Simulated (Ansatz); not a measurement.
# Structural relaxation of random alloy of the diamond Si-Ge line, x = 0.75 (64 atoms), part 2 of 3

Wanted: the relaxed structure of random alloy of the diamond Si-Ge line, x = 0.75 (64 atoms) and its electronic structure.

Ansatz 0.2.0; Kohn-Sham DFT, PBE, PAW (set soft_2), plane waves.

The cell: 16 Si and 48 Ge. The host structure and its lattice constant were typed by rule, without a check against the phase diagram. Only the Γ point is sampled in the main run, in a cell whose shortest periodic width is 11 Å.

So far. Step 3 (Cell and atoms relaxed): The relaxation changed the energy by -13.2 meV/atom, and atoms moved by 0.053 Å r.m.s., 0.11 Å at most.

### 5. Single point at the relaxed geometry

One more single point at the end of the walk gives the fuller output and checks the residual forces.

Input file input.yaml:

```yaml
crystal:
  lattice:
    - [11.35936, 0.00117, 0.00175]
    - [0.00117, 11.3593, -0.0006]
    - [0.00175, -0.0006, 11.35992]
  atoms:
    - { symbol: Si, position: [0.00167, 0.99976, 0.00094] }
    - { symbol: Ge, position: [0.12523, 0.12597, 0.12589] }
    - { symbol: Si, position: [0.00257, 0.25247, 0.25349] }
    - { symbol: Si, position: [0.12178, 0.376, 0.37659] }
    [... 54 atom lines left out ...]
    - { symbol: Ge, position: [0.49714, 0.74776, 0.75189] }
    - { symbol: Ge, position: [0.62365, 0.87606, 0.87503] }
    - { symbol: Ge, position: [0.75133, 0.49955, 0.74817] }
    - { symbol: Ge, position: [0.87852, 0.62622, 0.87163] }
    - { symbol: Ge, position: [0.75195, 0.749, 0.5005] }
    - { symbol: Ge, position: [0.87736, 0.8739, 0.62668] }
kpoints:
  mp_grid: { grid: [1, 1, 1] }
hamiltonian:
  xc: pbe
scf:
  occupations: { method: fermi_dirac, width: 0.025 }
output:
  forces: true
  stress: true
  populations: true
  dos:
    method: { smearing: { sigma: 0.08 } }
    de: 0.05
    projected: { site_lists: { Ge: [Ge], Si: [Si] } }
  eigenvalues: true
  write_density: true
  write_potential: true
  volumetric_format: npy
```

Run with:

```sh
> ansatz run input.yaml --threads 4 --pin off --max-ram 8192MiB --backend cpu --events-out ev --progress --plain --runs-dir out
```

Output:

```text
[...]
Crystal: 64 atoms, lattice volume = 1465.820 Å³
Basis set: ecut = 420 eV, 28545 PW (Γ), exchange–correlation on 160×160×160 points (8 copies of the dense FFT grid, shifted against one another)
Bands: 442, of which v1, the nominal top of the filled ones, is band 368 counted from 1 (367 counted from 0)
Symmetry: 1 space group operations
[...]
k-points: 1
[...]
SCF iter   1: F=—  HF=-216322.916339 eV  |F-HF|=—  |Δ(HF+E_count)|=         —  Δρ=2.19e-3  dr2=8.26e-2  ethr=1.77e-3  ⟨swp⟩=6.0  Hψ=1639  notcnv=0  defer=5
[...]
SCF iter   8: F=-216322.883492 eV  HF=-216322.883492 eV  |F-HF|=2.50e-9  |Δ(HF+E_count)|=   4.83e-8  Δρ=6.65e-7  dr2=1.13e-8  ethr=1.36e-11  ⟨swp⟩=17.0  Hψ=3583  notcnv=0
SCF 1 converged in 8 iterations: F = -216322.883492 eV  dr2 = 1.13e-8
[...]
SCF converged after 8 iterations
Free energy (F): -216322.883492 eV
[...]
Internal energy: -216322.872682 eV  (E = F + TS)
E sigma→0 (E₀):  -216322.878087 eV
Entropy (-TS):   -0.010810 eV (-0.169 meV/atom)
Fermi energy:    7.707438 eV
[...]
--- Forces (eV/Å), atoms counted from 1 ---
  atom   1  Si     0.00000703     0.00055213    -0.00051325
  atom   2  Ge     0.00012640    -0.00046524    -0.00110740
  atom   3  Si     0.00065674    -0.00008665     0.00024724
  atom   4  Si     0.00253943     0.00061594     0.00012208
  atom   5  Si     0.00020211     0.00021332     0.00083651
  atom   6  Ge    -0.00258158    -0.00049079    -0.00232630
  atom   7  Si     0.00030930    -0.00055987    -0.00075997
  atom   8  Ge    -0.00077235     0.00019245    -0.00035488
  atom   9  Ge     0.00022040     0.00125506     0.00187822
  atom  10  Ge    -0.00159153     0.00044205    -0.00147348
  atom  11  Ge    -0.00022824     0.00065152    -0.00099831
  atom  12  Ge    -0.00163500     0.00009810     0.00048878
  atom  13  Ge    -0.00032745     0.00072258     0.00083430
  atom  14  Ge    -0.00015223    -0.00099996     0.00093858
[...]
atom  63  Ge    -0.00097056     0.00000979     0.00014810
  atom  64  Ge     0.00036894     0.00054852    -0.00161779
  max |Σ_I F_I| component: 5.69e-6 eV/Å
--- Stress (GPa, compression-positive) ---
        0.001331       0.000662       0.001548
        0.000662      -0.000462      -0.001592
        0.001548      -0.001592       0.000701
  P = ⅓ Tr σ = 0.0005 GPa (0.005 kbar)
--- Band table (eV) ---
[...]
--- Löwdin populations: 64 sites ---
  site symbol       q [e]
     0     Si      3.8968
     1     Ge     14.0496
     2     Si      3.9097
[...]
63     Ge     13.9914
  spilling = 0.002030 (of n_electrons = 736.000000)
```

Run time: 30 s. Hardware: 4 threads of Arm Neoverse V1, shared host; peak memory 2 GiB.

The run gave:

| Property | Result |
| --- | --- |
| free energy | -216322.8835 eV |
| free energy per atom | -3380.0451 eV/atom |
| SCF cycles | 8 |
| pressure | 0.0005235 GPa |
| r.m.s. force component | 0.00093 eV/Å |
| longest force | 0.00351 eV/Å |
| Fermi energy | 7.707 eV |
| gap (highest filled to lowest empty level) | 0.2285 eV |
| spilling of the projection | 0.00203 |

Löwdin charges by element and coordination (they lack the spilled electrons, 0.023 e an atom on average):

| element | coordination | atoms | mean charge (e) | spread | least | most |
| --- | --- | --- | --- | --- | --- | --- |
| Ge | all | 48 | 0.0017 | 0.0189 | -0.0496 | 0.0309 |
| Si | all | 16 | 0.0884 | 0.0188 | 0.0495 | 0.114 |

Charge against the make-up of the first shell:

| Si neighbours of Si | atoms | mean charge (e) |
| --- | --- | --- |
| 0 | 6 | 0.107 |
| 1 | 5 | 0.091 |
| 2 | 4 | 0.067 |
| 3 | 1 | 0.05 |

Density of states as counts of states in windows of 1 eV (from the Fermi level), total and the larger projections:

| from (eV) | to (eV) | total | Ge p | Si p | Ge s | Si s |
| --- | --- | --- | --- | --- | --- | --- |
| -14 | -13 | 0.0 | 0.0 | 0.0 | 0.0 | 0.0 |
| -13 | -12 | 2.0 | 0.0 | 0.0 | 1.6 | 0.4 |
| -12 | -11 | 12.0 | 2.2 | 0.7 | 7.5 | 1.5 |
| -11 | -10 | 32.0 | 6.0 | 2.1 | 18.5 | 5.2 |
| -10 | -9 | 0.0 | 0.0 | 0.0 | 0.0 | 0.0 |
| -9 | -8 | 36.0 | 9.0 | 3.3 | 18.1 | 5.5 |
| -8 | -7 | 8.0 | 3.8 | 1.3 | 2.0 | 0.8 |
| -7 | -6 | 23.0 | 7.8 | 2.9 | 9.0 | 3.2 |
| -6 | -5 | 1.0 | 0.4 | 0.1 | 0.2 | 0.3 |
| -5 | -4 | 13.5 | 4.3 | 2.4 | 4.7 | 1.9 |
| -4 | -3 | 54.9 | 39.7 | 13.5 | 1.0 | 0.4 |
| -3 | -2 | 21.6 | 14.9 | 6.6 | 0.0 | 0.0 |
| -2 | -1 | 45.9 | 36.2 | 9.4 | 0.0 | 0.0 |
| -1 | 0 | 6.0 | 4.7 | 1.0 | 0.1 | 0.0 |
| 0 | 1 | 31.3 | 11.7 | 5.0 | 9.5 | 2.9 |
| 1 | 2 | 21.8 | 10.6 | 3.8 | 4.6 | 1.3 |
| 2 | 3 | 22.9 | 11.2 | 3.5 | 3.4 | 1.5 |
| 3 | 4 | 20.3 | 11.0 | 4.6 | 1.0 | 0.2 |

Between -25 and -14 eV lie 480 more states.

The levels nearest the highest filled one (over half full), pooled over k-points and spins:

| level less the highest filled one (eV) | occupation |
| --- | --- |
| -1.24 | 2 |
| -1.22 | 2 |
| -1.19 | 2 |
| -0.0085 | 1.99 |
| -0.0053 | 1.99 |
| 0 | 1.99 |
| 0.229 | 0.029 |
| 0.262 | 0.008 |
| 0.317 | 0.001 |
| 0.411 | 0 |
| 0.525 | 0 |
| 0.651 | 0 |

Electrostatic potential energy in the ac plane at fractional y = 0.000, with atoms of Si and Ge within 0.2 Å of it. With pseudopotentials it is smooth inside the atoms' cores, unlike the true potential.

Ten even steps from '_' (-35 eV) to '@' (11 eV), each cell a mean:
```
__..++%%@@@@@@@@@@@@@@@@@@##--..__::++%%@@@@@@@@@@@@@@@@@@%%--__
==**%%@@@@@@@@@@@@@@@@@@@@%%##++++**%%@@@@@@@@@@@@@@@@@@@@@@##++
@@@@@@@@@@@@@@@@@@@@@@@@@@@@@@@@@@@@@@@@@@@@@@@@@@@@@@@@@@@@@@@@
@@@@@@@@@@@@%%%%##%%@@@@@@@@@@@@@@@@@@@@@@@@%%%%%%%%@@@@@@@@@@@@
@@@@@@@@@@%%++--::==##@@@@@@@@@@@@@@@@@@@@%%++----==##@@@@@@@@@@
@@@@@@@@@@##::____..==%%@@@@@@@@@@@@@@@@@@##::____..++%%@@@@@@@@
@@@@@@@@@@##--..__::++%%@@@@@@@@@@@@@@@@@@##--..__::++%%@@@@@@@@
@@@@@@@@@@%%##++==**%%@@@@@@@@@@@@@@@@@@@@%%##++==**%%@@@@@@@@@@
@@@@@@@@@@@@@@@@@@@@@@@@@@@@@@@@@@@@@@@@@@@@@@@@@@@@@@@@@@@@@@@@
##%%@@@@@@@@@@@@@@@@@@@@@@@@%%%%##%%@@@@@@@@@@@@@@@@@@@@@@@@%%%%
::==##@@@@@@@@@@@@@@@@@@@@%%++--::--##@@@@@@@@@@@@@@@@@@@@%%**--
__..==%%@@@@@@@@@@@@@@@@@@##--____..==%%@@@@@@@@@@@@@@@@@@##--__
__::++%%@@@@@@@@@@@@@@@@@@##--..__::++%%@@@@@@@@@@@@@@@@@@##--..
==**%%@@@@@@@@@@@@@@@@@@@@@@##++++**%%@@@@@@@@@@@@@@@@@@@@%%##++
@@@@@@@@@@@@@@@@@@@@@@@@@@@@@@@@@@@@@@@@@@@@@@@@@@@@@@@@@@@@@@@@
@@@@@@@@@@@@%%%%%%%%@@@@@@@@@@@@@@@@@@@@@@@@%%%%##%%@@@@@@@@@@@@
@@@@@@@@@@%%++::..==##@@@@@@@@@@@@@@@@@@@@%%++--::--**@@@@@@@@@@
@@@@@@@@@@##::______++%%@@@@@@@@@@@@@@@@@@##--____..==%%@@@@@@@@
@@@@@@@@@@##--______++%%@@@@@@@@@@@@@@@@@@##==..__::++%%@@@@@@@@
@@@@@@@@@@%%##++==**%%@@@@@@@@@@@@@@@@@@@@@@##++++**%%@@@@@@@@@@
@@@@@@@@@@@@@@@@@@@@@@@@@@@@@@@@@@@@@@@@@@@@@@@@@@@@@@@@@@@@@@@@
##%%@@@@@@@@@@@@@@@@@@@@@@@@%%%%##%%@@@@@@@@@@@@@@@@@@@@@@@@%%%%
..--##%%@@@@@@@@@@@@@@@@@@%%++--::==##@@@@@@@@@@@@@@@@@@@@%%**::
____==%%@@@@@@@@@@@@@@@@@@##::____..++%%@@@@@@@@@@@@@@@@@@##::__
```
Columns run along a (11.4 Å; values clipped at the 3rd and 97th percentile), rows up along c (11.4 Å). Atoms in or near the plane, at fractional coordinates: Si at (0.00, 0.00), Si at (0.25, 0.25), Ge at (0.00, 0.50), Ge at (0.25, 0.75), Ge at (0.50, 0.00), Ge at (0.75, 0.25), Ge at (0.50, 0.50), Ge at (0.75, 0.75).

Valence density in the ac plane at fractional y = 0.000, with atoms of Si and Ge within 0.2 Å of it. It is the smooth field of the valence electrons, not physical close to the nuclei.

Values in e/Å³, 13 rows by 16 columns, each cell a mean:
```
 0  0  0  0  0  0  0  3  5  0  0  0  0  0  0  0
 0  0  0  0  0  0  0  0  0  0  0  0  0  0  0  0
 0  0  0  3  6  0  0  0  0  0  0  3  5  0  0  0
 0  0  0  7 13  0  0  0  0  0  0  8 12  0  0  0
 0  0  0  0  0  0  0  0  0  0  0  0  0  0  0  0
 2  0  0  0  0  0  0  1  2  0  0  0  0  0  0  1
17  1  0  0  0  0  0  8 16  1  0  0  0  0  0  8
 1  0  0  0  0  0  0  0  1  0  0  0  0  0  0  0
 0  0  0  0  0  0  0  0  0  0  0  0  1  0  0  0
 0  0  0  0  0  0  0  0  0  0  0  8 17  1  0  0
 0  0  0  0  0  0  0  0  0  0  0  1  2  0  0  0
 0  0  0  0  0  0  0  0  0  0  0  0  0  0  0  0
 0  0  0  0  0  0  0  7 12  0  0  0  0  0  0  0
```
Columns run along a (11.4 Å), rows up along c (11.4 Å). Atoms in or near the plane, at fractional coordinates: Si at (0.00, 0.00), Si at (0.25, 0.25), Ge at (0.00, 0.50), Ge at (0.25, 0.75), Ge at (0.50, 0.00), Ge at (0.75, 0.25), Ge at (0.50, 0.50), Ge at (0.75, 0.75).

Mean Löwdin charges: Ge +0.00, Si +0.09 e. Charges this small depend on the projection, at times even in sign. The charge on Si changes by -0.020 e for each Si neighbour that takes the place of another kind, on average. Just under the Fermi level the largest share is Ge p (81 % of the projected weight), just over it Ge s (54 % of the projected weight).

Local excerpt of 8 atoms (numbers count through the whole input) about Ge2, whose charge lies farthest from its element's mean; x, y, z are measured from there.

| atom | x | y | z | distance (Å) | bonds | Löwdin charge (e) |
| --- | --- | --- | --- | --- | --- | --- |
| Ge2 | 0.00 | 0.00 | 0.00 | 0.00 | 4 | -0.05 |
| Si5 | 1.41 | -1.42 | 1.41 | 2.45 | 4 | 0.10 |
| Si7 | 1.42 | 1.40 | -1.42 | 2.45 | 4 | 0.11 |
| Si1 | -1.40 | -1.43 | -1.42 | 2.46 | 4 | 0.10 |
| Si3 | -1.39 | 1.44 | 1.45 | 2.47 | 4 | 0.09 |
| Ge8 | 2.82 | 2.79 | 0.00 | 3.97 | 4 | -0.02 |
| Ge40 | -2.81 | 2.81 | 0.02 | 3.97 | 4 | 0.01 |
| Ge6 | 2.83 | 0.00 | 2.79 | 3.97 | 4 | -0.01 |

### 6. K-mesh 2×2×2

Large cells are often run on few k-points; this run checks whether the reference had enough.

Changes to input.yaml since step 5:

```diff
@@ -8,3 +8,3 @@
 kpoints:
-  mp_grid: { grid: [1, 1, 1] }
+  mp_grid: { grid: [2, 2, 2] }
 hamiltonian:
@@ -22,4 +22 @@
   eigenvalues: true
-  write_density: true
-  write_potential: true
-  volumetric_format: npy
```

Output:

```text
[...]
Crystal: 64 atoms, lattice volume = 1465.820 Å³
Basis set: ecut = 420 eV, 28545 PW (Γ), exchange–correlation on 160×160×160 points (8 copies of the dense FFT grid, shifted against one another)
Bands: 442, of which v1, the nominal top of the filled ones, is band 368 counted from 1 (367 counted from 0)
Symmetry: 1 space group operations
[...]
k-points: 8
[...]
SCF iter   1: F=—  HF=-216330.934568 eV  |F-HF|=—  |Δ(HF+E_count)|=         —  Δρ=1.31e-3  dr2=5.56e-2  ethr=1.77e-3  ⟨swp⟩=5.8  Hψ=12475  notcnv=0  defer=235
[...]
SCF iter   8: F=—  HF=-216330.911567 eV  |F-HF|=—  |Δ(HF+E_count)|=   1.56e-6  Δρ=4.99e-6  dr2=9.44e-7  ethr=1.41e-9  ⟨swp⟩=2.0  Hψ=3679  notcnv=0  defer=362
SCF iter   9: F=-216330.911567 eV  HF=-216330.911567 eV  |F-HF|=7.60e-9  |Δ(HF+E_count)|=   2.29e-7  Δρ=2.18e-6  dr2=6.06e-8  ethr=1.36e-11  ⟨swp⟩=9.4  Hψ=16868  notcnv=0
SCF 1 converged in 9 iterations: F = -216330.911567 eV  dr2 = 6.06e-8
[...]
SCF converged after 9 iterations
Free energy (F): -216330.911567 eV
[...]
Internal energy: -216330.910291 eV  (E = F + TS)
E sigma→0 (E₀):  -216330.910929 eV
Entropy (-TS):   -0.001277 eV (-0.020 meV/atom)
Fermi energy:    7.665575 eV
[...]
Σ components = -216330.911567   (vs F -216330.911567, Δ=0.00e0)
--- Forces (eV/Å), atoms counted from 1 ---
  atom   1  Si    -0.00792167     0.00265828     0.00942116
  atom   2  Ge    -0.00557467    -0.03095645     0.01355984
  atom   3  Si     0.02671917    -0.00981853     0.00780841
  atom   4  Si    -0.02096930    -0.00444515     0.01160946
[...]
atom  64  Ge    -0.00689057    -0.00671021     0.01667136
  max |Σ_I F_I| component: 6.94e-6 eV/Å
--- Stress (GPa, compression-positive) ---
       -0.136728      -0.006280      -0.006885
       -0.006280      -0.139932      -0.002236
       -0.006885      -0.002236      -0.142999
  P = ⅓ Tr σ = -0.1399 GPa (-1.399 kbar)
--- Band table (eV; the first three rows and the last of 8) ---
[...]
--- Löwdin populations: 64 sites ---
  site symbol       q [e]
     0     Si      3.9016
     1     Ge     14.0421
     2     Si      3.9171
[...]
63     Ge     13.9952
  spilling = 0.002053 (of n_electrons = 736.000000)
```

Wall time 5.6 min (4 threads); peak memory 5.9 GiB; 19 min of CPU time.

The program notes that it cut back its work space to fit the memory limit.

Geometry and reference: those of the single point at the relaxed geometry.

Forces differ from those of the single point at the relaxed geometry by 16 meV/Å r.m.s.; the energy by -125 meV/atom and the pressure by -0.14 GPa. It took roughly 11 times the reference's time (one timing each, with unlike analyses asked), in 9 cycles against 8.

(Part 2 of 3 ends here.)

[Long decimals in the printed logs are rounded to 6 places.]

[Logs are printed without paths, hosts, clocks, repeated set-up lines and the standing remarks that a program may print on its own settings, such as how far it seeks lower states.]

[Hosts, paths, dates, database ids (printed as entryN), source tags and the programs' standing remarks are cut or masked in the printed files.]

[A walk said to have stopped at its limit may instead have ended on an SCF cycle that didn't converge.]
